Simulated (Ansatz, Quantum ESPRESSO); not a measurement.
# Li: work function by face, part 3 of 6

Aim: the work function of the low-index faces of Li, their order, and how far the functional matters.

Quantum ESPRESSO 7.5; plane-wave DFT, PBE, GBRV ultrasoft pseudopotentials; geometry and cross-check by Ansatz 0.2.0 with PAW datasets.

So far. Step 2 (Geometry from Ansatz of (110)): The relaxation lowers the energy by 3 meV an atom. Held were the atoms numbered 3, 4 and 5; the forces quoted are those on the free ones. Step 6 (Potential by pp.x of (110)): On (110) the work function under PBEsol lies +0.03 eV from PBE's.

## Step 7: Geometry from Ansatz of (100)

Level of this step: plane-wave DFT, PBE, Ansatz PAW (Ansatz 0.2.0).

System of this step: Li(100), 5 layers. The cell holds 5 atoms: 5 Li. Cell: a = 3.490 Å, b = 3.490 Å, c = 22.980 Å, α = 90.0°, β = 90.0°, γ = 90.0°. It derives from Li. Vacuum lies along c.

Input file input.yaml:

```yaml
crystal:
  lattice:
    - [3.49, 0.0, 0.0]
    - [0.0, 3.49, 0.0]
    - [0.0, 0.0, 22.98]
  atoms:
    - { symbol: Li, position: [0.0, 0.0, 0.3481288077] }
    - { symbol: Li, position: [0.5, 0.5, 0.4240644038] }
    - { symbol: Li, position: [0.0, 0.0, 0.5] }
    - { symbol: Li, position: [0.5, 0.5, 0.5759355962] }
    - { symbol: Li, position: [0.0, 0.0, 0.6518711923] }
kpoints:
  mp_grid: { grid: [8, 8, 1] }
hamiltonian:
  xc: pbe
scf:
  occupations: { method: fermi_dirac, width: 0.1 }
  convergence: { dr2_threshold: 1.0e-08 }
efield:
  axis: 3
  dipole_correction: true
  ramp_position: 0.97
  ramp_width: 0.04
relax:
  f_tol: 0.01
  constraints: [{ sites: [2] }]
output:
  write_potential: true
  write_density: true
  volumetric_format: npy
```

Command:

```sh
$ ansatz run input.yaml --threads 2 --pin off --max-ram 4096MiB --backend cpu --events-out ev --progress --plain --runs-dir out
```

Numbers of over 12 decimals in the logs are rounded to 6 here.

Output:

```text
[...]
Crystal: 5 atoms, lattice volume = 279.899 Å³
Basis set: ecut = 420 eV, 5417 PW (Γ), exchange–correlation on 48×48×320 points (8 copies of the dense FFT grid, shifted against one another)
Bands: 13, of which v1, the nominal top of the filled ones, is band 8 counted from 1 (7 counted from 0)
Symmetry: 8 space group operations
k-points: 15 of 64
[...]
SCF iter   1: F=—  HF=-1022.766088 eV  |F-HF|=—  |Δ(HF+E_count)|=         —  Δρ=6.62e-4  dr2=1.75e-2  ethr=1.77e-3  p=-0.000 e·Å  D=-2.67e-4 V/Å  ΔV_dip=0.01 eV  dr2_dipole=1.32e-5  V_vac-E_F(+/−)=2.87/2.87 eV  ⟨swp⟩=7.1  Hψ=1344  notcnv=0
[...]
SCF iter   6: F=-1022.763976 eV  HF=-1022.763976 eV  |F-HF|=5.47e-10  |Δ(HF+E_count)|=   1.25e-8  Δρ=3.34e-7  dr2=1.63e-9  ethr=6.67e-11  p=0.000 e·Å  D=5.54e-7 V/Å  ΔV_dip=-0.00 eV  dr2_dipole=1.88e-12  V_vac-E_F(+/−)=2.97/2.97 eV  ⟨swp⟩=7.2  Hψ=873  notcnv=0
SCF 1 converged in 6 iterations: F = -1022.763976 eV  dr2 = 1.63e-9
[...]
relax step   1: F+E_penalty+E_count = -1022.76397615 eV  Δ(F+E_penalty+E_count) = +0.000e0 eV  max|allowed force component| = 6.893e-2 eV/Å  Δτ_max = 0.0000 Å  (6 SCF iters, accepted)
[...]
SCF iter   7: F=-1022.768143 eV  HF=-1022.768143 eV  |F-HF|=1.21e-10  |Δ(HF+E_count)|=   7.15e-9  Δρ=2.77e-7  dr2=3.25e-10  ethr=6.67e-11  p=0.000 e·Å  D=1.18e-6 V/Å  ΔV_dip=-0.00 eV  dr2_dipole=3.55e-14  V_vac-E_F(+/−)=2.95/2.95 eV  ⟨swp⟩=6.7  Hψ=842  notcnv=0
SCF 2 converged in 7 iterations: F = -1022.768143 eV  dr2 = 3.25e-10
relax step   2: F+E_penalty+E_count = -1022.76814255 eV  Δ(F+E_penalty+E_count) = -4.166e-3 eV  max|allowed force component| = 5.686e-3 eV/Å  Δτ_max = 0.0616 Å  (7 SCF iters, accepted)
SCF iter   1: F=—  HF=-1022.768535 eV  |F-HF|=—  |Δ(HF+E_count)|=         —  Δρ=2.05e-4  dr2=2.43e-3  ethr=2.46e-4  p=0.000 e·Å  D=1.03e-6 V/Å  ΔV_dip=-0.00 eV  dr2_dipole=1.50e-12  V_vac-E_F(+/−)=2.95/2.95 eV  ⟨swp⟩=2.1  Hψ=525  notcnv=0
[...]
SCF iter   6: F=-1022.768274 eV  HF=-1022.768274 eV  |F-HF|=2.16e-10  |Δ(HF+E_count)|=   4.86e-9  Δρ=2.78e-7  dr2=5.70e-10  ethr=6.67e-11  p=0.000 e·Å  D=1.07e-6 V/Å  ΔV_dip=-0.00 eV  dr2_dipole=2.36e-14  V_vac-E_F(+/−)=2.95/2.95 eV  ⟨swp⟩=6.4  Hψ=780  notcnv=0
SCF 3 converged in 6 iterations: F = -1022.768274 eV  dr2 = 5.70e-10
[...]
relax step   3: F+E_penalty+E_count = -1022.76827416 eV  Δ(F+E_penalty+E_count) = -1.316e-4 eV  max|allowed force component| = 3.408e-3 eV/Å  Δτ_max = 0.0131 Å  (6 SCF iters, accepted)
NSCF: frozen V_eff on 15 k-points
[...]
SCF converged after 6 iterations
Free energy (F): -1022.768274 eV
[...]
Internal energy: -1022.675842 eV  (E = F + TS)
E sigma→0 (E₀):  -1022.722058 eV
Entropy (-TS):   -0.092432 eV (-18.486 meV/atom)
Fermi energy:    -1.377409 eV
Dipole field:    D = 0.000001 V/Å  (p = 0.000001 e·Å, saw-weighted, corrected)
Work function:   Φ+ = 2.9485 eV   Φ− = 2.9486 eV
[...]
--- Forces (eV/Å), atoms counted from 1 ---
  atom   1  Li    -0.00000000     0.00000000     0.00340811
  atom   2  Li    -0.00000000     0.00000000    -0.00140128
  atom   3  Li     0.00000000     0.00000000    -0.00000020
  atom   4  Li     0.00000000     0.00000000     0.00140142
  atom   5  Li     0.00000000     0.00000000    -0.00340798
  max |Σ_I F_I| component: 7.23e-8 eV/Å
--- Band table (eV; the first three rows and the last of 15) ---
  k-point 0: bands = [... 4 lower, -47.9460, -4.7004, -3.9211, -2.7346, -1.4394, -0.2201, 1.1805, 1.4266, ... 1 higher]
  k-point 1: bands = [... 4 lower, -47.9467, -4.5553, -3.7744, -2.5868, -1.2866, -0.0656, 1.3256, 1.6000, ... 1 higher]
  k-point 2: bands = [... 4 lower, -47.9486, -4.1187, -3.3359, -2.1560, -0.8780, 0.1761, 0.9945, 1.4019, ... 1 higher]
  k-point 14: bands = [... 4 lower, -47.9531, -0.9118, -0.9118, 0.1104, 0.1104, 1.6423, 1.6497, 1.6497, ... 1 higher]
--- Relaxed structure (3 steps of the walk, 3 accepted, 0 SCFs on fresh bases) ---
  F+E_penalty+E_count = -1022.76827416 eV   max|allowed force component| = 3.408e-3 eV/Å
  atoms:
    - { symbol: Li, position: [0, 0.0, 0.349650] }
    - { symbol: Li, position: [0.5, 0.5, 0.427145] }
    - { symbol: Li, position: [0.0, 0.0, 0.5] }
    - { symbol: Li, position: [0.5, 0.5, 0.572855] }
    - { symbol: Li, position: [0, 0.0, 0.650350] }
```

Elapsed: 5.5 s, on 2 threads of Arm Neoverse V2, shared host; peak memory 0.37 GiB.

The steps of the relaxation:

```tsv
step	energy less that of the first step (eV)	largest force component (eV/Å)
1	0.0000	0.0689
2	-0.0042	0.0057
3	-0.0043	0.0034
```

Forces are held to the 8 operations that the run works with; a distortion that breaks them can't arise in this run.

The atoms that moved most (Å):

```tsv
atom	dx	dy	dz	length
Li4	0.000	0.000	-0.071	0.071
Li2	0.000	0.000	0.071	0.071
Li5	0.000	0.000	-0.035	0.035
Li1	0.000	0.000	0.035	0.035
```

The relaxed structure:

```xyz
5
Lattice="3.4900 0.0000 0.0000 0.0000 3.4900 0.0000 0.0000 0.0000 22.9800" Properties=species:S:1:pos:R:3
Li    0.0000    0.0000    8.0350
Li    1.7450    1.7450    9.8158
Li    0.0000    0.0000   11.4900
Li    1.7450    1.7450   13.1642
Li    0.0000    0.0000   14.9450
```

 Held were the atoms numbered 3; the forces quoted are those on the free ones.

Numbers from this step:

* free energy: -1022.7683 eV
* energy at zero smearing: -1022.7221 eV
* smearing term TS: 0.09243 eV
* Fermi energy: -1.377 eV
* symmetry operations: 8
* work function of the upper face: 2.949 eV
* work function of the lower face: 2.949 eV
* dipole along the normal: 1.39e-6 e·Å

## Step 8: SCF with pw.x of (100), PBE

Level of this step: plane-wave DFT, PBE, GBRV ultrasoft pseudopotentials (Quantum ESPRESSO 7.5).

Input file 100.pbe.in:

```
&control
  prefix = '100.pbe'
  outdir = './out'
  pseudo_dir = './pseudo'
  calculation = 'scf'
  tprnfor = .true.
/
&system
  ibrav = 0
  nat = 5
  ntyp = 1
  ecutwfc = 40
  ecutrho = 200
  occupations = 'smearing'
  smearing = 'mv'
  degauss = 0.02
/
&electrons
  conv_thr = 1e-07
  mixing_beta = 0.4
  electron_maxstep = 120
  mixing_mode = 'local-TF'
/
ATOMIC_SPECIES
  Li  6.9400  li_pbe_v1.4.uspp.F.UPF
CELL_PARAMETERS angstrom
  3.49000000000000 0.00000000000000 0.00000000000000
  0.00000000000000 3.49000000000000 0.00000000000000
  0.00000000000000 0.00000000000000 22.98000000000000
ATOMIC_POSITIONS crystal
  Li  -0.000000000000 0.000000000000 0.349649741372
  Li  0.500000000000 0.500000000000 0.427145297503
  Li  0.000000000000 0.000000000000 0.500000000000
  Li  0.500000000000 0.500000000000 0.572854683792
  Li  0.000000000000 0.000000000000 0.650350225915
K_POINTS automatic
  8 8 1 0 0 0
```

Command:

```sh
$ OMP_NUM_THREADS=1 mpirun -n 2 pw.x -nk 2 -in 100.pbe.in > 100.pbe.out
```

Output:

```text
[banner, memory and clock lines left out]
Program PWSCF v.7.5 starts

          URL

     Message from routine setup:
     using ibrav=0 with symmetry is DISCOURAGED, use correct ibrav instead

     G-vector sticks info

     bravais-lattice index     =            0
     lattice parameter (alat)  =       6.5951  a.u.
     unit-cell volume          =    1888.8500 (a.u.)^3
     number of atoms/cell      =            5
     number of atomic types    =            1
     number of electrons       =        15.00
     number of Kohn-Sham states=           12
     kinetic-energy cutoff     =      40.0000  Ry
     charge density cutoff     =     200.0000  Ry
     scf convergence threshold =      1.0E-07
     mixing beta               =       0.4000
     number of iterations used =            8  local-TF  mixing
     Exchange-correlation=  SLA  PW   PBX  PBC
                           (   1   4   3   4   0   0   0)

     celldm(1)=   6.595144  celldm(2)=   0.000000  celldm(3)=   0.000000
     celldm(4)=   0.000000  celldm(5)=   0.000000  celldm(6)=   0.000000

     crystal axes: (cart. coord. in units of alat)
               a(1) = (   1.000000   0.000000   0.000000 )
               a(2) = (   0.000000   1.000000   0.000000 )
               a(3) = (   0.000000   0.000000   6.584527 )

     reciprocal axes: (cart. coord. in units 2 pi/alat)
               b(1) = (  1.000000  0.000000  0.000000 )
               b(2) = (  0.000000  1.000000  0.000000 )
               b(3) = (  0.000000  0.000000  0.151871 )

     PseudoPot. # 1 for Li read from file:
     ./pseudo/li_pbe_v1.4.uspp.F.UPF
     Pseudo is Ultrasoft, Zval =  3.0
     Generated by new atomic code, or converted to UPF format
     Using radial grid of  751 points,  5 beta functions with:
                l(1) =   0
                l(2) =   0
                l(3) =   0
                l(4) =   1
                l(5) =   1
     Q(r) pseudized with 10 coefficients,  rinner =    1.150   1.150   1.150

     atomic species   valence    mass     pseudopotential
     Li                3.00     6.94000     Li( 1.00)

     16 Sym. Ops., with inversion, found

   Cartesian axes

     site n.     atom                  positions (alat units)
         1        Li     tau(   1) = (   0.0000000   0.0000000   2.3022782  )
         2        Li     tau(   2) = (   0.5000000   0.5000000   2.8125498  )
         3        Li     tau(   3) = (   0.0000000   0.0000000   3.2922636  )
         4        Li     tau(   4) = (   0.5000000   0.5000000   3.7719773  )
         5        Li     tau(   5) = (   0.0000000   0.0000000   4.2822488  )

     number of k points=    15  Marzari-Vanderbilt smearing, width (Ry)=  0.0200
                       cart. coord. in units 2pi/alat
        k(    1) = (   0.0000000   0.0000000   0.0000000), wk =   0.0312500
        k(    2) = (   0.0000000   0.1250000   0.0000000), wk =   0.1250000
        k(    3) = (   0.0000000   0.2500000   0.0000000), wk =   0.1250000
        k(    4) = (   0.0000000   0.3750000   0.0000000), wk =   0.1250000
        k(    5) = (   0.0000000  -0.5000000   0.0000000), wk =   0.0625000
        k(    6) = (   0.1250000   0.1250000   0.0000000), wk =   0.1250000
        k(    7) = (   0.1250000   0.2500000   0.0000000), wk =   0.2500000
        k(    8) = (   0.1250000   0.3750000   0.0000000), wk =   0.2500000
        k(    9) = (   0.1250000  -0.5000000   0.0000000), wk =   0.1250000
        k(   10) = (   0.2500000   0.2500000   0.0000000), wk =   0.1250000
        k(   11) = (   0.2500000   0.3750000   0.0000000), wk =   0.2500000
        k(   12) = (   0.2500000  -0.5000000   0.0000000), wk =   0.1250000
        k(   13) = (   0.3750000   0.3750000   0.0000000), wk =   0.1250000
        k(   14) = (   0.3750000  -0.5000000   0.0000000), wk =   0.1250000
        k(   15) = (  -0.5000000  -0.5000000   0.0000000), wk =   0.0312500

     Dense  grid:    90131 G-vectors     FFT dimensions: (  30,  30, 200)

     Smooth grid:    64543 G-vectors     FFT dimensions: (  27,  27, 180)

     Initial potential from superposition of free atoms

     starting charge      12.7463, renormalised to      15.0000

     negative rho (up, down):  1.298E-04 0.000E+00
     Starting wfcs are   25 randomized atomic wfcs

     per-process dynamical memory:    62.4 Mb

     Self-consistent Calculation

     iteration #  1     ecut=    40.00 Ry     beta= 0.40
     Davidson diagonalization with overlap
     ethr =  1.00E-02,  avg # of iterations =  2.9

     negative rho (up, down):  9.922E-04 0.000E+00

     total energy              =     -72.60055280 Ry
     estimated scf accuracy    <       0.90969113 Ry

     iteration #  2     ecut=    40.00 Ry     beta= 0.40
     Davidson diagonalization with overlap
     ethr =  6.06E-03,  avg # of iterations =  1.0

     negative rho (up, down):  4.520E-03 0.000E+00

     total energy              =     -72.28649096 Ry
     estimated scf accuracy    <       0.47347838 Ry

     iteration #  3     ecut=    40.00 Ry     beta= 0.40
     Davidson diagonalization with overlap
     ethr =  3.16E-03,  avg # of iterations =  1.0

     negative rho (up, down):  8.756E-03 0.000E+00

     total energy              =     -72.29455445 Ry
     estimated scf accuracy    <       0.03933679 Ry

     iteration #  4     ecut=    40.00 Ry     beta= 0.40
     Davidson diagonalization with overlap
     ethr =  2.62E-04,  avg # of iterations =  2.8

     negative rho (up, down):  8.799E-03 0.000E+00

     total energy              =     -72.30830146 Ry
     estimated scf accuracy    <       0.00487924 Ry

     iteration #  5     ecut=    40.00 Ry     beta= 0.40
     Davidson diagonalization with overlap
     ethr =  3.25E-05,  avg # of iterations =  5.0

     negative rho (up, down):  7.630E-03 0.000E+00

     total energy              =     -72.30863311 Ry
     estimated scf accuracy    <       0.00044025 Ry

     iteration #  6     ecut=    40.00 Ry     beta= 0.40
     Davidson diagonalization with overlap
     ethr =  2.94E-06,  avg # of iterations =  6.2

     negative rho (up, down):  5.645E-03 0.000E+00

     total energy              =     -72.30874168 Ry
     estimated scf accuracy    <       0.00013453 Ry

     iteration #  7     ecut=    40.00 Ry     beta= 0.40
     Davidson diagonalization with overlap
     ethr =  8.97E-07,  avg # of iterations =  4.1

     negative rho (up, down):  1.882E-03 0.000E+00

     total energy              =     -72.30854026 Ry
     estimated scf accuracy    <       0.00019553 Ry

     iteration #  8     ecut=    40.00 Ry     beta= 0.40
     Davidson diagonalization with overlap
     ethr =  8.97E-07,  avg # of iterations =  3.9

     negative rho (up, down):  1.328E-03 0.000E+00

     total energy              =     -72.30854173 Ry
     estimated scf accuracy    <       0.00001165 Ry

     iteration #  9     ecut=    40.00 Ry     beta= 0.40
     Davidson diagonalization with overlap
     ethr =  7.77E-08,  avg # of iterations =  3.3

     negative rho (up, down):  1.830E-04 0.000E+00

     total energy              =     -72.30852978 Ry
     estimated scf accuracy    <       0.00000611 Ry

     iteration # 10     ecut=    40.00 Ry     beta= 0.40
     Davidson diagonalization with overlap
     ethr =  4.07E-08,  avg # of iterations =  3.5

     negative rho (up, down):  3.628E-05 0.000E+00

     total energy              =     -72.30852872 Ry
     estimated scf accuracy    <       0.00000104 Ry

     iteration # 11     ecut=    40.00 Ry     beta= 0.40
     Davidson diagonalization with overlap
     ethr =  6.91E-09,  avg # of iterations =  3.3

     negative rho (up, down):  1.885E-05 0.000E+00

     total energy              =     -72.30852781 Ry
     estimated scf accuracy    <       0.00000018 Ry

     iteration # 12     ecut=    40.00 Ry     beta= 0.40
     Davidson diagonalization with overlap
     ethr =  1.19E-09,  avg # of iterations =  3.1

     negative rho (up, down):  1.144E-05 0.000E+00

     End of self-consistent calculation

          k = 0.0000 0.0000 0.0000 (  8079 PWs)   bands (ev):

   -48.7409 -48.7409 -47.9805 -47.9666 -47.9580  -4.7133  -3.9377  -2.7551
    -1.4620  -0.2420   1.1667   1.4002

          k = 0.0000 0.1250 0.0000 (  8097 PWs)   bands (ev):

   -48.7407 -48.7407 -47.9795 -47.9665 -47.9586  -4.5684  -3.7910  -2.6073
    -1.3092  -0.0875   1.3113   1.5748

          k = 0.0000 0.2500 0.0000 (  8093 PWs)   bands (ev):

   -48.7403 -48.7403 -47.9766 -47.9660 -47.9606  -4.1320  -3.3527  -2.1763
    -0.8999   0.1574   0.9765   1.3831

          k = 0.0000 0.3750 0.0000 (  8064 PWs)   bands (ev):

   -48.7399 -48.7399 -47.9727 -47.9656 -47.9637  -3.4003  -2.6316  -1.5338
    -1.0487  -0.7416   0.7443   1.0652

          k = 0.0000-0.5000 0.0000 (  8066 PWs)   bands (ev):

   -48.7397 -48.7397 -47.9695 -47.9665 -47.9654  -2.4028  -2.3366  -1.7452
    -1.5746  -1.0713   0.7546   1.0862

          k = 0.1250 0.1250 0.0000 (  8093 PWs)   bands (ev):

   -48.7405 -48.7405 -47.9785 -47.9663 -47.9592  -4.4234  -3.6437  -2.4577
    -1.1528   0.0740   1.4698   1.7590

          k = 0.1250 0.2500 0.0000 (  8086 PWs)   bands (ev):

   -48.7401 -48.7401 -47.9759 -47.9659 -47.9610  -3.9874  -3.2035  -2.0207
    -0.7295   0.3380   1.0197   1.5489

          k = 0.1250 0.3750 0.0000 (  8055 PWs)   bands (ev):

   -48.7397 -48.7397 -47.9722 -47.9654 -47.9638  -3.2575  -2.4795  -1.3651
    -0.9182  -0.5568   0.8426   1.2144

          k = 0.1250-0.5000 0.0000 (  8048 PWs)   bands (ev):

   -48.7395 -48.7395 -47.9693 -47.9663 -47.9653  -2.2630  -2.1998  -1.5848
    -1.4181  -0.8832   0.8605   1.2297

          k = 0.2500 0.2500 0.0000 (  8081 PWs)   bands (ev):

   -48.7397 -48.7397 -47.9738 -47.9654 -47.9622  -3.5539  -2.7589  -1.5648
    -0.2488   0.5734   0.9467   1.5887

          k = 0.2500 0.3750 0.0000 (  8044 PWs)   bands (ev):

   -48.7393 -48.7393 -47.9710 -47.9650 -47.9642  -2.8334  -2.0293  -0.8686
    -0.6001  -0.0160   1.0171   1.5904

          k = 0.2500-0.5000 0.0000 (  8042 PWs)   bands (ev):

   -48.7391 -48.7391 -47.9689 -47.9659 -47.9648  -1.8612  -1.8088  -1.1173
    -0.9678  -0.3214   1.1417   1.6298

          k = 0.3750 0.3750 0.0000 (  8068 PWs)   bands (ev):

   -48.7389 -48.7389 -47.9694 -47.9649 -47.9646  -2.1478  -1.3038  -0.5496
    -0.0879   0.4687   1.1066   1.6718

          k = 0.3750-0.5000 0.0000 (  8060 PWs)   bands (ev):

   -48.7387 -48.7387 -47.9685 -47.9654 -47.9644  -1.2878  -1.2604  -0.4157
    -0.3216   0.5985   1.4719   2.0037

          k =-0.5000-0.5000 0.0000 (  8068 PWs)   bands (ev):

   -48.7386 -48.7386 -47.9683 -47.9653 -47.9642  -0.9262  -0.9262   0.0931
     0.0931   1.6292   1.6314   1.7244

     the Fermi energy is    -1.3761 ev

!    total energy              =     -72.30852846 Ry
     estimated scf accuracy    <       0.00000003 Ry
     smearing contrib. (-TS)   =      -0.00182130 Ry
     internal energy E=F+TS    =     -72.30670716 Ry

     The total energy is F=E-TS. E is the sum of the following terms:
     one-electron contribution =    -236.01829887 Ry
     hartree contribution      =     110.55511471 Ry
     xc contribution           =     -16.77594956 Ry
     ewald contribution        =      69.93242656 Ry

     convergence has been achieved in  12 iterations

     Forces acting on atoms (cartesian axes, Ry/au):

     atom    1 type  1   force =     0.00000000    0.00000000    0.00036825
     atom    2 type  1   force =     0.00000000    0.00000000   -0.00005926
     atom    3 type  1   force =     0.00000000    0.00000000    0.00000000
     atom    4 type  1   force =     0.00000000    0.00000000    0.00005926
     atom    5 type  1   force =     0.00000000    0.00000000   -0.00036825

     Total force =     0.000527     Total SCF correction =     0.000122
     SCF correction compared to forces is large: reduce conv_thr to get better values

     XML data file, charge density, pseudopotentials, collected wavefunctions

                                        0.00s GPU  (     480 calls)
```

The job ended after 18 s (2 MPI ranks; peak memory 0.28 GiB).

Read from the output:

| Item | Value |
| --- | --- |
| free energy | -983.8076 eV |
| Fermi energy | -1.376 eV |

## Step 9: Electrostatic potential of (100)

Input file 100.pbe.pot.in:

```
&inputpp
  prefix = '100.pbe'
  outdir = './out'
  filplot = '100.pbe.pot.dat'
  plot_num = 11
/
```

Command:

```sh
$ OMP_NUM_THREADS=1 mpirun -n 2 pp.x -in 100.pbe.pot.in > 100.pbe.pot.out
```

Output:

```text
[banner, memory and clock lines left out]
Program POST-PROC v.7.5 starts

          URL

     ./out/100.pbe.save/

     IMPORTANT: XC functional enforced from input :
     Exchange-correlation= PBE
                           (   1   4   3   4   0   0   0)
     Any further DFT definition will be discarded
     Please, verify this is what you really want

     negative rho (up, down):  1.144E-05 0.000E+00

     Calling punch_plot, plot_num =  11
     Writing data to file  100.pbe.pot.dat
     Message from routine chdens:
     namelist plot not found or invalid, exiting
```

The job ended after 0.79 s (2 MPI ranks; peak memory 0.11 GiB; 1.4 s of CPU time).

Numbers from this step:

```
work function of the upper face                                       : 2.906 eV
slope of the potential above                                          : 8.48e-4 eV/Å
upper vacuum line continued to the top atoms, over the Fermi level    : 2.901 eV
work function of the lower face                                       : 2.906 eV
slope of the potential below                                          : -6.41e-4 eV/Å
lower vacuum line continued to the bottom atoms, over the Fermi level : 2.902 eV
```

Electrostatic potential energy of an electron; zero at the Fermi level. Table of potential energy, planar mean by z:

```tsv
z (Å)	potential energy, planar mean (eV)
0.0	2.91
0.5	2.91
1.0	2.91
1.5	2.91
2.0	2.91
2.5	2.91
3.0	2.91
3.5	2.90
4.0	2.90
4.5	2.89
5.0	2.87
5.5	2.81
6.0	2.67
6.5	2.33
7.0	1.57
7.5	-0.0221
8.0	-1.22
8.5	-0.300
9.0	0.685
9.5	-0.543
10.0	-0.842
10.5	0.326
11.0	-0.142
11.5	-0.907
12.0	-0.0802
12.5	0.297
13.0	-0.854
13.5	-0.490
14.0	0.698
14.5	-0.375
15.0	-1.21
15.5	0.0670
16.0	1.61
16.5	2.35
17.0	2.68
17.5	2.82
18.0	2.87
18.5	2.89
19.0	2.90
19.5	2.90
20.0	2.91
20.5	2.91
21.0	2.91
21.5	2.91
22.0	2.91
22.5	2.91
```

[end of part 3 of 6]

[Logs are printed without paths, hosts, clocks, repeated set-up lines and the standing remarks that a program may print on its own settings, such as how far it seeks lower states.]

[Hosts, paths, dates, database ids (printed as entryN), source tags and the programs' standing remarks are cut or masked in the printed files.]

[Maps of the electrostatic potential energy from Ansatz leave out the sawtooth potential of an applied field or a dipole correction, so their vacuum need not be flat; planar profiles and work functions include it.]
